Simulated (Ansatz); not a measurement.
## H on Ti(0001), fcc start, 2x2 cell: photoemission fingerprints

Wanted: core-level shifts and unfolded surface bands for H on Ti(0001), fcc start, 2x2 cell.

Method: DFT, PBE, plane-wave PAW, default files, scalar-relativistic, in Ansatz 0.2.0.

Most raw output is cut from this account.

### 1. Set-up

The cell holds 4 atoms: 4 Ti. Cell: a = 2.940 Å, b = 2.940 Å, c = 21.975 Å, α = 90.0°, β = 90.0°, γ = 60.0°. It derives from Ti. Vacuum lies along c.

### 2. The clean face

The clean face is the reference for what the added atoms change.

The input, input.yaml:

```yaml
crystal:
  lattice:
    - [2.94, 0.0, 0.0]
    - [1.47, 2.5461146871, 0.0]
    - [0.0, 0.0, 21.975]
  atoms:
    - { symbol: Ti, position: [0.0, 0.0, 0.658703072] }
    - { symbol: Ti, position: [0.666666667, 0.666666667, 0.552901024] }
    - { symbol: Ti, position: [0.0, 0.0, 0.447098976] }
    - { symbol: Ti, position: [0.666666667, 0.666666667, 0.341296928] }
kpoints:
  mp_grid: { grid: [18, 18, 1] }
scf:
  occupations: { method: fermi_dirac, width: 0.05 }
  n_extra_bands: 12
hamiltonian:
  xc: pbe
  pseudopotentials: { kind: paw }
output:
  forces: true
  write_potential: true
  volumetric_format: []
  dos:
    projected: true
    de: 0.05
    e_range: [-30, 12]
    method: { smearing: { sigma: 0.1, scheme: gaussian } }
efield:
  axis: 3
  dipole_correction: true
relax:
  f_tol: 0.03
  max_steps: 50
  constraints: [{ sites: [2, 3] }]
```

The run is started by

```console
$ ansatz run input.yaml --threads 4 --pin off --max-ram 20480MiB --backend cpu --events-out ev --progress --plain --runs-dir out
```

Run time: 25 s. Hardware: 4 threads of Arm Neoverse V1, shared host; peak memory 0.56 GiB.

The steps of the relaxation:

| step | energy less that of the first step (eV) | largest force component (eV/Å) |
| --- | --- | --- |
| 1 | 0.0000 | 0.7012 |
| 2 | -0.0381 | 0.4815 |
| 3 | -0.0563 | 0.0084 |
| 4 | -0.0564 | 0.0066 |
| 5 | -0.0564 | 0.0051 |

The run keeps the 6 symmetry operations that it works with, so distortions that break them were not tested.

The atoms that moved most (Å):

| atom | dx | dy | dz | length |
| --- | --- | --- | --- | --- |
| Ti2 | 0.000 | 0.000 | 0.088 | 0.088 |
| Ti1 | 0.000 | 0.000 | -0.076 | 0.076 |

Final coordinates:

```cif
data_structure
_symmetry_space_group_name_H-M 'P 1'
_symmetry_Int_Tables_number 1
_cell_length_a 2.9400
_cell_length_b 2.9400
_cell_length_c 21.9750
_cell_angle_alpha 90.000
_cell_angle_beta 90.000
_cell_angle_gamma 60.000
_cell_volume 164.50
loop_
_atom_site_label
_atom_site_type_symbol
_atom_site_fract_x
_atom_site_fract_y
_atom_site_fract_z
_atom_site_occupancy
Ti1 Ti 0.00000 0.00000 0.65525 1
Ti2 Ti 0.66667 0.66667 0.55689 1
Ti3 Ti 0.00000 0.00000 0.44710 1
Ti4 Ti 0.66667 0.66667 0.34130 1
```

This step gave:

| Property | Result |
| --- | --- |
| free energy | -9996.7993 eV |
| energy at zero smearing | -9996.7661 eV |
| smearing term TS | 0.06625 eV |
| Fermi energy | 3.239 eV |
| symmetry operations | 6 |
| zero of energy | Fermi level |
| share of occupied states in no projected shell | 0.0327 of the occupied states in the window |
| DOS at the Fermi level | 8.185 states/eV/cell |
| work function, upper face | 4.405 eV |
| work function, lower face | 4.484 eV |

The DOS has structure finer than the step of the table below, so its rows give means over 0.25 eV, whole bins alone (the curve runs from -7.47 to 1.93 eV). Peaks (eV: height): total -1.675: 5.19, -0.775: 9.94, 0.825: 11.3; Ti 3d -1.675: 4.40, -0.775: 8.59, 0.825: 10.4, 1.225: 8.98; Ti 4s -4.275: 0.864, -3.075: 1.14, -2.575: 1.54, -2.275: 1.28; Ti 4p* -0.775: 0.538, 0.325: 0.686, 1.125: 0.568, 1.425: 0.414.

* holds the states left over by the projection beside any projected weight of its own. DOS against E, zero at the Fermi level; means over each step; values in states/eV/cell:

| E (eV) | total | Ti 3d | Ti 4s | Ti 4p* |
| --- | --- | --- | --- | --- |
| -6.25 | 0 | 0 | 0 | 0 |
| -6.00 | 0.00386 | 0 | 0.00381 | 3.8e-5 |
| -5.75 | 0.144 | 3.7e-4 | 0.142 | 0.00160 |
| -5.50 | 0.275 | 0.00109 | 0.270 | 0.00378 |
| -5.25 | 0.286 | 0.00255 | 0.279 | 0.00521 |
| -5.00 | 0.255 | 0.00384 | 0.246 | 0.00525 |
| -4.75 | 0.574 | 0.0165 | 0.544 | 0.0134 |
| -4.50 | 0.505 | 0.0199 | 0.472 | 0.0127 |
| -4.25 | 0.764 | 0.0418 | 0.701 | 0.0214 |
| -4.00 | 0.539 | 0.0409 | 0.482 | 0.0160 |
| -3.75 | 0.872 | 0.0965 | 0.749 | 0.0268 |
| -3.50 | 0.980 | 0.160 | 0.791 | 0.0299 |
| -3.25 | 1.19 | 0.253 | 0.899 | 0.0370 |
| -3.00 | 1.46 | 0.399 | 1.02 | 0.0454 |
| -2.75 | 1.96 | 0.832 | 1.07 | 0.0537 |
| -2.50 | 2.92 | 1.63 | 1.21 | 0.0710 |
| -2.25 | 4.04 | 2.72 | 1.22 | 0.0998 |
| -2.00 | 4.77 | 3.59 | 1.05 | 0.129 |
| -1.75 | 4.86 | 4.05 | 0.671 | 0.142 |
| -1.50 | 3.95 | 3.45 | 0.368 | 0.123 |
| -1.25 | 4.88 | 4.46 | 0.226 | 0.189 |
| -1.00 | 5.89 | 5.37 | 0.274 | 0.252 |
| -0.75 | 8.58 | 7.45 | 0.661 | 0.461 |
| -0.50 | 4.70 | 4.07 | 0.389 | 0.234 |
| -0.25 | 5.75 | 4.84 | 0.559 | 0.351 |
| 0.00 | 7.93 | 6.77 | 0.596 | 0.566 |
| 0.25 | 8.42 | 7.43 | 0.342 | 0.652 |
| 0.50 | 8.42 | 7.50 | 0.346 | 0.581 |
| 0.75 | 10.1 | 9.19 | 0.400 | 0.504 |
| 1.00 | 9.48 | 8.57 | 0.357 | 0.547 |
| 1.25 | 8.59 | 7.98 | 0.215 | 0.394 |
| 1.50 | 4.31 | 3.82 | 0.150 | 0.341 |
| 1.75 | 4.86 | 4.45 | 0.214 | 0.193 |

This run's widths, added to any smearing of the DOS itself: Gaussian 0.35 eV, Lorentzian 0.05 eV plus 0.05 an eV of depth. The intensity by binding energy, zero at the Fermi level; values in % of the maximum within 13 eV:

| binding energy (eV) | 21.2 eV | 60 eV | 1253.6 eV | 1486.7 eV | 5414.7 eV |
| --- | --- | --- | --- | --- | --- |
| -1.0 | 0.844 | 0.880 | 0.954 | 0.991 | 0.966 |
| -0.5 | 2.24 | 2.39 | 2.36 | 2.42 | 2.03 |
| 0.0 | 51.4 | 57.5 | 50.9 | 51.2 | 36.8 |
| 0.5 | 77.9 | 82.5 | 78.5 | 78.9 | 55.4 |
| 1.0 | 90.9 | 93.4 | 86.3 | 85.4 | 48.8 |
| 1.5 | 60.4 | 59.2 | 62.4 | 63.1 | 47.9 |
| 2.0 | 54.4 | 51.9 | 70.3 | 74.9 | 89.7 |
| 2.5 | 28.1 | 26.2 | 52.1 | 59.0 | 99.0 |
| 3.0 | 9.35 | 9.02 | 31.4 | 37.7 | 80.1 |
| 3.5 | 4.11 | 4.15 | 22.4 | 27.7 | 64.2 |
| 4.0 | 1.88 | 1.88 | 16.0 | 20.1 | 48.8 |
| 4.5 | 1.11 | 1.14 | 13.2 | 16.7 | 41.7 |
| 5.0 | 0.617 | 0.621 | 8.47 | 10.8 | 27.2 |
| 5.5 | 0.379 | 0.371 | 5.61 | 7.15 | 18.2 |
| 6.0 | 0.226 | 0.222 | 1.86 | 2.34 | 5.76 |
| 6.5 | 0.159 | 0.157 | 0.668 | 0.817 | 1.84 |
| 7.0 | 0.126 | 0.124 | 0.411 | 0.495 | 1.06 |

Maxima picked by a test of local sharpness, so broad peaks and shoulders can be missing; peaks within 0.45 eV of a curve's cut are left out. Valence peaks, by row:

| photon energy (eV) | binding energy (eV) | height (% of the maximum within 13 eV) | main shell | its share (%) |
| --- | --- | --- | --- | --- |
| 21.2 | 0.8 | 100 | Ti 3d | 99.57 |
| 21.2 | 0.25 | 77.86 | Ti 3d | 99.49 |
| 60 | 0.85 | 100 | Ti 3d | 99.54 |
| 60 | 0.25 | 87.88 | Ti 3d | 99.46 |
| 1254 | 1.95 | 70.59 | Ti 3d | 66.47 |
| 1254 | 0.8 | 100 | Ti 3d | 83.87 |
| 1254 | 0.25 | 76.91 | Ti 3d | 80.35 |
| 1487 | 2 | 75.15 | Ti 3d | 57.6 |
| 1487 | 0.8 | 100 | Ti 3d | 79.76 |
| 1487 | 0.25 | 77.51 | Ti 3d | 75.51 |
| 5415 | 2.3 | 100 | Ti 4s | 92.45 |
| 5415 | 0.75 | 65.39 | Ti 4s | 68.92 |
| 5415 | 0.25 | 56.73 | Ti 4s | 73.33 |

The planar mean, electrostatic potential oscillates, so the rows of the table below give means over windows of 1 Å about each position, cut where the curve ends. Its maxima inside the range that stand out by 2 % of the span (Å: eV): 8.6: -0.321, 11.0: -0.0502, 13.3: -1.41. Its minima: 7.5: -12.9, 9.8: -12.7, 12.2: -12.6, 14.4: -12.8.

From the Fermi level. Table of planar mean, electrostatic potential by z; means over each step:

z (Å), planar mean, electrostatic potential (eV) and a bar from the least value:
```
        0        4.5 ##############################
        1        4.5 ##############################
        2        4.5 ##############################
        3        4.5 ##############################
        4        4.5 ##############################
        5        4.2 #############################
        6        2.2 #########################
        7       -8.1 #####
        8       -7.7 ######
        9       -4.0 #############
       10      -10.7 
       11       -1.8 ##################
       12      -10.2 #
       13       -5.1 ###########
       14       -9.0 ###
       15       -6.9 ########
       16        2.6 ##########################
       17        4.2 #############################
       18        4.4 ##############################
       19        4.4 ##############################
       20        4.4 ##############################
       21        4.4 ##############################
```

Recipe: projected DOS times atomic cross section and asymmetry factor (unpolarised light, 54.7° from the beam), occupied states only, Fermi edge at 300 K, a Lorentzian width of 0.05 eV growing by 0.05 eV per eV of binding energy, and a resolution of 0.35 eV. Each atom is damped by exp[−depth/(λ cos θ)], θ = 75° from the normal, λ from the universal curve. Curves are cut 10 eV under the photon energy, above any shell that the free atom's threshold puts out of reach, or at the lower edge of the window: 7.5 eV at 21.2 eV, 7.5 eV at 60 eV, 7.5 eV at 1253.6 eV, 7.5 eV at 1486.7 eV and 7.5 eV at 5414.7 eV. Matrix elements of the solid and inelastic losses aren't modelled, nor non-dipole terms, which matter above 3 keV.

Share of each shell in the spectrum's area (%), by photon energy:

| shell | 21.2 eV | 60 eV | 1253.6 eV | 1486.7 eV | 5414.7 eV |
| --- | --- | --- | --- | --- | --- |
| Ti 4s | 1.0 | 1.1 | 35.7 | 42.8 | 88.7 |
| Ti 4p* | 0.1 | 0.1 | 1.7 | 1.8 | 1.3 |
| Ti 3d | 98.9 | 98.8 | 62.6 | 55.5 | 10.0 |

At the Fermi level the DOS is 8.18 states/eV a cell, and on the broadened curves Ti 3d holds 85 % of the total there.

### 3. Relaxing the atoms

System of this step: Ti16H. The cell holds 17 atoms: 1 H and 16 Ti. Cell: a = 5.880 Å, b = 5.880 Å, c = 22.825 Å, α = 90.0°, β = 90.0°, γ = 60.0°. It derives from Ti. How the cell was made: adsorbate; added: H; site: fcc; coverage 0.25 monolayer; cell: 2x2; on one face. Regions: ad, 1 atom (1 H); L1, 4 atoms (4 Ti); L2, 4 atoms (4 Ti); L3, 4 atoms (4 Ti); rest, 4 atoms (4 Ti). Vacuum lies along c.

The cut or typed positions aren't at rest, and spectra shift with geometry, so the relaxation comes first. 8 atoms are held to stand for the bulk. A dipole correction cancels the field between unlike faces.

The input, input.yaml:

```yaml
crystal:
  lattice:
    - [5.88, 0.0, 0.0]
    - [2.94, 5.0922293743, 0.0]
    - [0.0, 0.0, 22.825]
  atoms:
    - { symbol: H, position: [0.167326281, 0.166666667, 0.671412924] }
    - { symbol: Ti, position: [0.0, 0.0, 0.634173056] }
    - { symbol: Ti, position: [0.5, 0.0, 0.634173056] }
    - { symbol: Ti, position: [0.0, 0.5, 0.634173056] }
    - { symbol: Ti, position: [0.5, 0.5, 0.634173056] }
    - { symbol: Ti, position: [0.833333333, 0.333333333, 0.532311062] }
    - { symbol: Ti, position: [0.333333333, 0.333333333, 0.532311062] }
    - { symbol: Ti, position: [0.833333333, 0.833333333, 0.532311062] }
    - { symbol: Ti, position: [0.333333333, 0.833333333, 0.532311062] }
    - { symbol: Ti, position: [0.0, 0.0, 0.430449069] }
    - { symbol: Ti, position: [0.5, 0.0, 0.430449069] }
    - { symbol: Ti, position: [0.0, 0.5, 0.430449069] }
    - { symbol: Ti, position: [0.5, 0.5, 0.430449069] }
    - { symbol: Ti, position: [0.833333333, 0.333333333, 0.328587076] }
    - { symbol: Ti, position: [0.333333333, 0.333333333, 0.328587076] }
    - { symbol: Ti, position: [0.833333333, 0.833333333, 0.328587076] }
    - { symbol: Ti, position: [0.333333333, 0.833333333, 0.328587076] }
kpoints:
  mp_grid: { grid: [6, 6, 1] }
scf:
  occupations: { method: fermi_dirac, width: 0.05 }
  n_extra_bands: 14
hamiltonian:
  xc: pbe
  pseudopotentials: { kind: paw }
output:
  forces: true
  write_potential: true
  volumetric_format: []
efield:
  axis: 3
  dipole_correction: true
relax:
  f_tol: 0.03
  max_steps: 45
  constraints: [{ sites: [9, 10, 11, 12, 13, 14, 15, 16] }]
```

Wall time 3.4 min (4 threads); peak memory 2.2 GiB; 13 min of CPU time.

The steps of the relaxation:

| step | energy less that of the first step (eV) | largest force component (eV/Å) |
| --- | --- | --- |
| 1 | 0.0000 | 0.6903 |
| 2 | -0.1156 | 0.8387 |
| 3 | -0.2696 | 0.0734 |
| 4 | -0.2711 | 0.0131 |

The atoms that moved most (Å):

| atom | dx | dy | dz | length |
| --- | --- | --- | --- | --- |
| H1 | -0.004 | 0.000 | 0.172 | 0.173 |
| Ti5 | 0.000 | 0.000 | -0.107 | 0.107 |
| Ti6 | 0.010 | -0.006 | 0.093 | 0.094 |
| Ti9 | 0.000 | 0.011 | 0.093 | 0.094 |
| Ti7 | -0.010 | -0.006 | 0.093 | 0.094 |
| Ti8 | 0.000 | 0.000 | 0.083 | 0.083 |
| Ti2 | 0.008 | 0.005 | -0.041 | 0.042 |
| Ti4 | 0.000 | -0.009 | -0.041 | 0.042 |

This step gave:

```
free energy               : -40004.1442 eV
energy at zero smearing   : -40004.0097 eV
smearing term TS          : 0.2689 eV
Fermi energy              : 2.996 eV
symmetry operations       : 1
work function, upper face : 4.332 eV
work function, lower face : 4.467 eV
```

The relaxation ends 16 meV an atom lower, with a largest force component of 0.013 eV/Å on the free atoms. Between step 2 and this run (17 atoms) the value for the work function, upper face moves from 4.41 eV to 4.33 eV.

### 4. Bands by layer

The main run: bands along the zone's path, each state's share in the top and middle regions, the DOS and the planar potential. The cell holds 4 small cells, so the bands are unfolded.

The input, input.yaml:

```yaml
crystal:
  lattice:
    - [5.88, 0.0, 0.0]
    - [2.94, 5.0922293743, 0.0]
    - [0.0, 0.0, 22.825]
  atoms:
    - { symbol: H, position: [0.1666767042, 0.1666664129, 0.6789685791] }
    - { symbol: Ti, position: [0.0009206068, 0.0009121681, 0.6323932494] }
    - { symbol: Ti, position: [0.4981831747, 0.0009123838, 0.632392921] }
    - { symbol: Ti, position: [0.0009206682, 0.498175046, 0.6323930928] }
    - { symbol: Ti, position: [0.5000096898, 0.4999999225, 0.6295068126] }
    - { symbol: Ti, position: [0.8355205111, 0.3322438475, 0.5363938543] }
    - { symbol: Ti, position: [0.3322561664, 0.3322475077, 0.5363937391] }
    - { symbol: Ti, position: [0.833340931, 0.8333332896, 0.5359547256] }
    - { symbol: Ti, position: [0.3322543148, 0.8355082439, 0.5363938132] }
    - { symbol: Ti, position: [0.0, 0.0, 0.430449069] }
    - { symbol: Ti, position: [0.5, 0.0, 0.430449069] }
    - { symbol: Ti, position: [0.0, 0.5, 0.430449069] }
    - { symbol: Ti, position: [0.5, 0.5, 0.430449069] }
    - { symbol: Ti, position: [0.833333333, 0.333333333, 0.328587076] }
    - { symbol: Ti, position: [0.333333333, 0.333333333, 0.328587076] }
    - { symbol: Ti, position: [0.833333333, 0.833333333, 0.328587076] }
    - { symbol: Ti, position: [0.333333333, 0.833333333, 0.328587076] }
kpoints:
  mp_grid: { grid: [6, 6, 1] }
scf:
  occupations: { method: fermi_dirac, width: 0.05 }
  n_extra_bands: 19
hamiltonian:
  xc: pbe
  pseudopotentials: { kind: paw }
output:
  forces: true
  write_potential: true
  volumetric_format: []
  dos:
    projected:
      site_lists:
        adsorbate: [0]
        layer_1: [1, 2, 3, 4]
        layer_2: [5, 6, 7, 8]
        layer_3: [9, 10, 11, 12]
        other_layers: [13, 14, 15, 16]
    de: 0.05
    e_range: [-30, 12]
    method: { smearing: { sigma: 0.15, scheme: gaussian } }
  eigenstates:
    kpoints:
      - [0.33333333, -0.33333333, 0.0]
      - [0.25, -0.375, 0.0]
      - [0.16666667, -0.41666667, 0.0]
      - [0.08333333, -0.45833333, 0.0]
      - [0.0, 0.5, 0.0]
      - [-0.08333333, 0.45833333, 0.0]
      # [... 29 more points ...]
      - [0.25, 0.5, 0.0]
      - [0.29166667, -0.41666667, 0.0]
    e_range: [-8.0, 4.0]
    unfold:
      supercell_matrix: [[2, 0, 0], [0, 2, 0], [0, 0, 1]]
      layers:
        axis: 3
        edges: [0.153341, 0.416758, 0.416858, 0.582849, 0.582949, 0.854213]
efield:
  axis: 3
  dipole_correction: true
```

The job ended after 2.7 min (4 threads; peak memory 3.1 GiB; 11 min of CPU time).

This step gave:

* Fermi energy: 2.997 eV
* symmetry operations: 6
* DOS at the Fermi level: 31.62 states/eV/cell

A(k,E), total over k along the path and E. Zero: Fermi level.

Ten even steps from '0' (0.0 eV⁻¹) to '9' (10.8 eV⁻¹), each cell a mean:
```
112322223368997533333322333311
554333223444444443222222234455
444321233332222333321111112344
233344433211001123321111112232
444444321000000001222222222334
553222210000000000112222222455
234221111000000001112221223432
001211111100000011111233333100
000011001111001111011222210000
000001100111111100011100000000
000001010001110000111000000000
000000101000000010110000000000
000000010010001100100000000000
000000000000000001000000000000
000000000100000010000000000000
000000000011111000000000000000
000000000010001100000000000000
000000000001110000000000000000
000000000000000000000000000000
000000000000000000000000000000
000000000000000000000000000000
000000000000000000000000000000
```
Columns: k along the path (Å⁻¹) from 0 to 3.37; rows upwards: E (eV) from -7.7 to 0.772.

A(k,E), top over k along the path and E. Zero: Fermi level.

Ten even steps from '0' (0.00 eV⁻¹) to '9' (2.91 eV⁻¹), each cell a mean:
```
123432223479998543333333334321
665322223444334443222222234677
654322233322222333332111112356
223444333211111123321111111222
223344321000110011222222222222
432222110000000000112222222334
233211111000000001111111222332
001211111100000011111222222100
000011001011111111001222210000
000001100110100100011100000000
000000000000000000000000000000
000000000000000000000000000000
000000000000000000000000000000
000000000000000000000000000000
000000000000000000000000000000
000000112111111111100000000000
000000000111111210000000000000
000000000011221000000000000000
000000000000000000000000000000
000000000000000000000000000000
000000000000000000000000000000
000000000000000000000000000000
```
Columns: k along the path (Å⁻¹) from 0 to 3.37; rows upwards: E (eV) from -7.7 to 0.772.

A(k,E), middle over k along the path and E. Zero: Fermi level.

Ten even steps from '_' (0.01 eV⁻¹) to '@' (4.58 eV⁻¹), each cell a mean:
```
____....::::::------**%%@@@@##==----====----::::::::::..____
::::::------::::::----------------::::::..........::--::::::
------::......::::::::......::::::::::....______....::------
::::::::::::------::..________..::----::::......::::::----::
++==========--::..________________..::::::::::::::------==++
##**==--::::::..____________________................::==**##
::--==--::::......________________....::::::......::====--::
____..::............____________..........::----====--..____
______..::..____....................____..::------::________
________....________............______........______________
__________..____________....__________....__________________
____________..______________________....____________________
______________..____..______....____..______________________
______________....________________..________________________
__________________..____________..__________________________
____________________________________________________________
____________________..________..____________________________
______________________......________________________________
____________________________________________________________
____________________________________________________________
____________________________________________________________
____________________________________________________________
```
Columns: k along the path (Å⁻¹) from 0 to 3.37; rows upwards: E (eV) from -7.7 to 0.772.

(Part 1 of 3 ends here.)

[Logs are printed without paths, hosts, clocks, repeated set-up lines and the standing remarks that a program may print on its own settings, such as how far it seeks lower states.]

[Hosts, paths, dates, database ids (printed as entryN), source tags and the programs' standing remarks are cut or masked in the printed files.]

[Maps of the electrostatic potential energy from Ansatz leave out the sawtooth potential of an applied field or a dipole correction, so their vacuum need not be flat; work functions include it.]
